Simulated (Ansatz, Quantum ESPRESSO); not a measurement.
# HoAl3 (Pm-3m): zone-centre phonons

Which modes does HoAl3 (Pm-3m) have at the zone centre?

Calculated with Quantum ESPRESSO 7.5; DFT PBEsol, scalar-relativistic, plane waves, PseudoDojo norm-conserving, 4f in core pseudopotentials.

## Step 1: Set-up

It takes space group Pm-3m (No. 221, cubic). The conventional cell has a = 4.215 Å, b = 4.215 Å, c = 4.215 Å, α = 90.00°, β = 90.00°, γ = 90.00°. Nearest to Ho lie 12 Al at 2.98 Å. Al has 4 Ho at 2.98 Å and 8 Al at 2.98 Å nearest. Farther neighbours are not listed.

Structure file:

```cif
data_structure
_symmetry_space_group_name_H-M 'Pm-3m'
_symmetry_Int_Tables_number 221
_cell_length_a 4.2149
_cell_length_b 4.2149
_cell_length_c 4.2149
_cell_angle_alpha 90.000
_cell_angle_beta 90.000
_cell_angle_gamma 90.000
_cell_volume 74.88
loop_
_atom_site_label
_atom_site_type_symbol
_atom_site_symmetry_multiplicity
_atom_site_Wyckoff_symbol
_atom_site_fract_x
_atom_site_fract_y
_atom_site_fract_z
_atom_site_occupancy
Ho1 Ho 1 a 0.00000 0.00000 0.00000 1
Al1 Al 3 c 0.00000 0.50000 0.50000 1
```

## Step 2: A probe with smearing

A cheap run with smearing and empty bands tells whether the crystal has a gap, which decides between fixed occupations and smearing later on.

Contents of probe.in:

```
 &control
    calculation='scf',
    prefix='x',
    outdir='./tmp',
    pseudo_dir='./pseudo',
    tprnfor=.true.,
    tstress=.true.,
    verbosity='high',
 /
 &system
    ibrav=1,
    celldm(1)=7.96503873,
    nat=4,
    ntyp=2,
    ecutwfc=42.0,
    input_dft='pbesol',
    occupations='smearing',
    smearing='gaussian',
    degauss=0.01,
 /
 &electrons
    conv_thr=1.0d-07,
    mixing_beta=0.7,
    electron_maxstep=100,
 /
ATOMIC_SPECIES
 Ho    164.9303  Ho.upf
 Al     26.9815  Al.upf
ATOMIC_POSITIONS crystal
 Ho     0.000000000   0.000000000   0.000000000
 Al     0.000000000   0.500000000   0.500000000
 Al     0.500000000   0.500000000   0.000000000
 Al     0.500000000   0.000000000   0.500000000
K_POINTS automatic
 4 4 4 0 0 0
```

The run is started by

```
$ OMP_NUM_THREADS=1 mpirun -n 4 pw.x -nk 4 -in probe.in > probe.out
```

Log:

```text
[banners, grids, parts of the stress and lines that vanish by symmetry left out]
Program PWSCF v.7.5
     IMPORTANT: XC functional enforced from input :
     Exchange-correlation= PBESOL
                           (   1   4  10   8   0   0   0)
[...]
kinetic-energy cutoff     =      42.0000  Ry
     charge density cutoff     =     168.0000  Ry
     scf convergence threshold =      1.0E-07
[...]
Exchange-correlation= PBESOL
                           (   1   4  10   8   0   0   0)
[...]
48 Sym. Ops., with inversion, found
[...]
(     0          1          0      )
                  (     0          0          1      )
[...]
(  0.0000000  1.0000000  0.0000000 )
                  (  0.0000000  0.0000000  1.0000000 )
[...]
(     0         -1          0      )
[...]
(     1          0          0      )
[...]
( -1.0000000  0.0000000  0.0000000 )
                  (  0.0000000  1.0000000  0.0000000 )
[...]
number of k points=    10  Gaussian smearing, width (Ry)=  0.0100
[...]
End of self-consistent calculation
[...]
the Fermi energy is     9.3127 ev
!    total energy              =    -102.13825519 Ry
[...]
convergence has been achieved in   8 iterations
[...]
atom    1 type  1   force =     0.00000000    0.00000000    0.00000000
     atom    2 type  2   force =     0.00000000    0.00000000    0.00000000
     atom    3 type  2   force =     0.00000000    0.00000000    0.00000000
     atom    4 type  2   force =     0.00000000    0.00000000    0.00000000
[...]
Total force =     0.000000     Total SCF correction =     0.000000
[...]
total   stress  (Ry/bohr**3)                   (kbar)     P=       -6.04
[...]
XML data file, charge density, pseudopotentials, collected wavefunctions

   JOB DONE.
```

Run time: 2.8 s. Hardware: 4 MPI ranks of Arm Neoverse V2, shared host; 11 s of CPU time.

Numbers from this step:

```yaml
volume_per_atom: 18.72 Å³
pressure: -0.604 GPa
gap_on_the_k_mesh: 0 eV
```

No gap opens on this mesh, so smearing is kept; the start stands at -0.60 GPa.

## Step 3: Relaxation

The harmonic expansion starts where the forces on the atoms vanish, and stress shifts the frequencies, so cell and atoms are relaxed with tight thresholds.

Contents of relax.in:

```
 &control
    calculation='vc-relax',
    prefix='x',
    outdir='./tmp',
    pseudo_dir='./pseudo',
    tprnfor=.true.,
    tstress=.true.,
    forc_conv_thr=2.0d-05,
    etot_conv_thr=1.0d-07,
    nstep=40,
 /
 &system
    ibrav=1,
    celldm(1)=7.96503873,
    nat=4,
    ntyp=2,
    ecutwfc=42.0,
    input_dft='pbesol',
    occupations='smearing',
    smearing='mv',
    degauss=0.02,
 /
 &electrons
    conv_thr=1.0d-11,
    mixing_beta=0.7,
    electron_maxstep=100,
 /
 &ions
 /
 &cell
    press_conv_thr=0.1,
 /
ATOMIC_SPECIES
 Ho    164.9303  Ho.upf
 Al     26.9815  Al.upf
ATOMIC_POSITIONS crystal
 Ho     0.000000000   0.000000000   0.000000000
 Al     0.000000000   0.500000000   0.500000000
 Al     0.500000000   0.500000000   0.000000000
 Al     0.500000000   0.000000000   0.500000000
K_POINTS automatic
 8 8 8 0 0 0
```

The run is started by

```
$ OMP_NUM_THREADS=1 mpirun -n 4 pw.x -nk 4 -in relax.in > relax.out
```

Log:

```text
[banners, grids, parts of the stress and lines that vanish by symmetry left out]
[banner, memory and clock lines left out]
Program PWSCF v.7.5

[...]
Exchange-correlation= PBESOL
                           (   1   4  10   8   0   0   0)
[...]
kinetic-energy cutoff     =      42.0000  Ry
     charge density cutoff     =     168.0000  Ry
     scf convergence threshold =      1.0E-11
[...]
energy convergence thresh.=      1.0E-07
     force convergence thresh. =      2.0E-05
     press convergence thresh. =      1.0E-01
     Exchange-correlation= PBESOL
                           (   1   4  10   8   0   0   0)
[...]
48 Sym. Ops., with inversion, found
[...]
number of k points=    35  Marzari-Vanderbilt smearing, width (Ry)=  0.0200
[...]
End of self-consistent calculation
[...]
the Fermi energy is     9.3410 ev
!    total energy              =    -102.14751288 Ry
[...]
convergence has been achieved in  11 iterations
[...]
atom    1 type  1   force =     0.00000000    0.00000000    0.00000000
     atom    2 type  2   force =     0.00000000    0.00000000    0.00000000
     atom    3 type  2   force =     0.00000000    0.00000000    0.00000000
     atom    4 type  2   force =     0.00000000    0.00000000    0.00000000
     Total force =     0.000000     Total SCF correction =     0.000000
[...]
total   stress  (Ry/bohr**3)                   (kbar)     P=      -12.91
[...]
number of bfgs steps    =   0
[...]
CELL_PARAMETERS (alat=  7.96503873)
[...]
ATOMIC_POSITIONS (crystal)
Ho               0.0000000000        0.0000000000        0.0000000000
Al               0.0000000000        0.5000000000        0.5000000000
Al               0.5000000000        0.5000000000        0.0000000000
Al               0.5000000000        0.0000000000        0.5000000000
[...]
New effective cutoffs (rho, wfc):  168.13   42.17
[...]
End of self-consistent calculation
[...]
the Fermi energy is     9.4145 ev
!    total energy              =    -102.14774359 Ry
[...]
convergence has been achieved in   6 iterations
[...]
atom    1 type  1   force =     0.00000000    0.00000000    0.00000000
     atom    2 type  2   force =     0.00000000    0.00000000    0.00000000
     atom    3 type  2   force =     0.00000000    0.00000000    0.00000000
     atom    4 type  2   force =     0.00000000    0.00000000    0.00000000
     Total force =     0.000000     Total SCF correction =     0.000000
[...]
total   stress  (Ry/bohr**3)                   (kbar)     P=       -7.52
[...]
number of bfgs steps    =   1
[...]
CELL_PARAMETERS (alat=  7.96503873)
[...]
ATOMIC_POSITIONS (crystal)
[...]
New effective cutoffs (rho, wfc):  169.15   42.43
[...]
End of self-consistent calculation
[...]
the Fermi energy is     9.5165 ev
!    total energy              =    -102.14785805 Ry
[...]
convergence has been achieved in   9 iterations
[...]
atom    1 type  1   force =     0.00000000    0.00000000    0.00000000
     atom    2 type  2   force =     0.00000000    0.00000000    0.00000000
     atom    3 type  2   force =     0.00000000    0.00000000    0.00000000
     atom    4 type  2   force =     0.00000000    0.00000000    0.00000000
     Total force =     0.000000     Total SCF correction =     0.000000
[...]
total   stress  (Ry/bohr**3)                   (kbar)     P=        0.19
[...]
number of bfgs steps    =   2
[...]
CELL_PARAMETERS (alat=  7.96503873)
[...]
ATOMIC_POSITIONS (crystal)
[...]
New effective cutoffs (rho, wfc):  169.13   42.42
[...]
End of self-consistent calculation
[...]
the Fermi energy is     9.5140 ev
!    total energy              =    -102.14785813 Ry
[...]
convergence has been achieved in   6 iterations
[...]
atom    1 type  1   force =     0.00000000    0.00000000    0.00000000
     atom    2 type  2   force =     0.00000000    0.00000000    0.00000000
     atom    3 type  2   force =     0.00000000    0.00000000    0.00000000
     atom    4 type  2   force =     0.00000000    0.00000000    0.00000000
     Total force =     0.000000     Total SCF correction =     0.000000
[...]
total   stress  (Ry/bohr**3)                   (kbar)     P=       -0.00
[...]
bfgs converged in   4 scf cycles and   3 bfgs steps
[...]
End of BFGS Geometry Optimization
     Final enthalpy           =    -102.1478581257 Ry
     File ./tmp/x.bfgs deleted, as requested
[...]
CELL_PARAMETERS (alat=  7.96503873)
[...]
ATOMIC_POSITIONS (crystal)
[...]
Al               0.5000000000        0.5000000000        0.0000000000
Al               0.5000000000        0.0000000000        0.5000000000
[...]
Final scf calculation at the relaxed structure.
[...]
kinetic-energy cutoff     =      42.0000  Ry
     charge density cutoff     =     168.0000  Ry
     scf convergence threshold =      1.0E-13
[...]
press convergence thresh. =      1.0E-01
     Exchange-correlation= PBESOL
                           (   1   4  10   8   0   0   0)
[...]
48 Sym. Ops., with inversion, found
[...]
number of k points=    35  Marzari-Vanderbilt smearing, width (Ry)=  0.0200
[...]
c_bands:  1 eigenvalues not converged
     c_bands:  1 eigenvalues not converged
     c_bands:  1 eigenvalues not converged
     c_bands:  1 eigenvalues not converged
[...]
End of self-consistent calculation
[...]
the Fermi energy is     9.5140 ev
!    total energy              =    -102.14775862 Ry
[...]
convergence has been achieved in  13 iterations
[...]
atom    1 type  1   force =     0.00000000    0.00000000    0.00000000
     atom    2 type  2   force =     0.00000000    0.00000000    0.00000000
     atom    3 type  2   force =     0.00000000    0.00000000    0.00000000
     atom    4 type  2   force =     0.00000000    0.00000000    0.00000000
     Total force =     0.000000     Total SCF correction =     0.000000
[...]
total   stress  (Ry/bohr**3)                   (kbar)     P=       -0.27
[...]
XML data file, charge density, pseudopotentials, collected wavefunctions
```

The job ended after 28 s (4 MPI ranks; 1.8 min of CPU time).

Step by step:

```
step  energy less that of the first step (eV)  largest force (eV/Å)  pressure (GPa)  volume (Å³)
   1                                   0.0000                0.0000           -1.29        74.88
   2                                  -0.0031                0.0000           -0.75        74.39
   3                                  -0.0047                0.0000            0.02        73.71
   4                                  -0.0047                0.0000            0.00        73.73
   5                                  -0.0033                0.0000           -0.03        73.73
```

```csv
"conventional cell, symmetrised",before,after,change
a (Å),4.215,4.193,-0.5 %
b (Å),4.215,4.193,-0.5 %
c (Å),4.215,4.193,-0.5 %
volume (Å³/atom),18.72,18.43,-1.5 %
```

The relaxed structure:

```
Ho Al
1.0
     4.19322    0.00000    0.00000
     0.00000    4.19322    0.00000
     0.00000    0.00000    4.19322
Ho Al
1 3
Direct
  0.00000 0.00000 0.00000
  0.00000 0.50000 0.50000
  0.50000 0.50000 0.00000
  0.50000 0.00000 0.50000
```

The last row of the table of steps is pw.x's closing run on a basis chosen anew for the final cell, so its energy can jump.

Numbers from this step:

```
volume per atom : 18.43 Å³
pressure        : -0.02700 GPa
```

The volume changes by -1.5 % from the cell with which this run began.

## Step 4: Self-consistent run for the response

Perturbation theory inherits every error of the wavefunctions, so the threshold is set near the limit of the arithmetic. Smearing stays on, as the first look found no gap above 0.3 eV.

Contents of scf.in:

```
 &control
    calculation='scf',
    prefix='x',
    outdir='./tmp',
    pseudo_dir='./pseudo',
    tprnfor=.true.,
    tstress=.true.,
 /
 &system
    ibrav=1,
    celldm(1)=7.92403494,
    nat=4,
    ntyp=2,
    ecutwfc=42.0,
    input_dft='pbesol',
    occupations='smearing',
    smearing='mv',
    degauss=0.02,
 /
 &electrons
    conv_thr=1.0d-12,
    mixing_beta=0.7,
    electron_maxstep=100,
 /
ATOMIC_SPECIES
 Ho    164.9303  Ho.upf
 Al     26.9815  Al.upf
ATOMIC_POSITIONS crystal
 Ho     0.000000000   0.000000000   0.000000000
 Al     0.000000000   0.500000000   0.500000000
 Al     0.500000000   0.500000000   0.000000000
 Al     0.500000000   0.000000000   0.500000000
K_POINTS automatic
 8 8 8 0 0 0
```

The run is started by

```
$ OMP_NUM_THREADS=1 mpirun -n 4 pw.x -nk 4 -in scf.in > scf.out
```

Log:

```text
[banners, grids, parts of the stress and lines that vanish by symmetry left out]
[banner, memory and clock lines left out]
Program PWSCF v.7.5

[...]
Exchange-correlation= PBESOL
                           (   1   4  10   8   0   0   0)
[...]
kinetic-energy cutoff     =      42.0000  Ry
     charge density cutoff     =     168.0000  Ry
     scf convergence threshold =      1.0E-12
[...]
Exchange-correlation= PBESOL
                           (   1   4  10   8   0   0   0)
[...]
48 Sym. Ops., with inversion, found
[...]
number of k points=    35  Marzari-Vanderbilt smearing, width (Ry)=  0.0200
[...]
End of self-consistent calculation
[...]
the Fermi energy is     9.5140 ev
!    total energy              =    -102.14775862 Ry
[...]
convergence has been achieved in  12 iterations
[...]
atom    1 type  1   force =     0.00000000    0.00000000    0.00000000
     atom    2 type  2   force =     0.00000000    0.00000000    0.00000000
     atom    3 type  2   force =     0.00000000    0.00000000    0.00000000
     atom    4 type  2   force =     0.00000000    0.00000000    0.00000000
     Total force =     0.000000     Total SCF correction =     0.000000
[...]
total   stress  (Ry/bohr**3)                   (kbar)     P=       -0.27
[...]
XML data file, charge density, pseudopotentials, collected wavefunctions
```

Elapsed: 7.6 s, on 4 MPI ranks.

The cell stands at -0.027 GPa, close enough for phonons.

(Part 1 of 3 ends here.)

[Host names and launcher messages were left out of these logs when they were recorded.]

[Logs are printed without paths, hosts, clocks, repeated set-up lines and the standing remarks that a program may print on its own settings, such as how far it seeks lower states.]

[Hosts, paths, dates, database ids (printed as entryN), source tags and the programs' standing remarks are cut or masked in the printed files.]
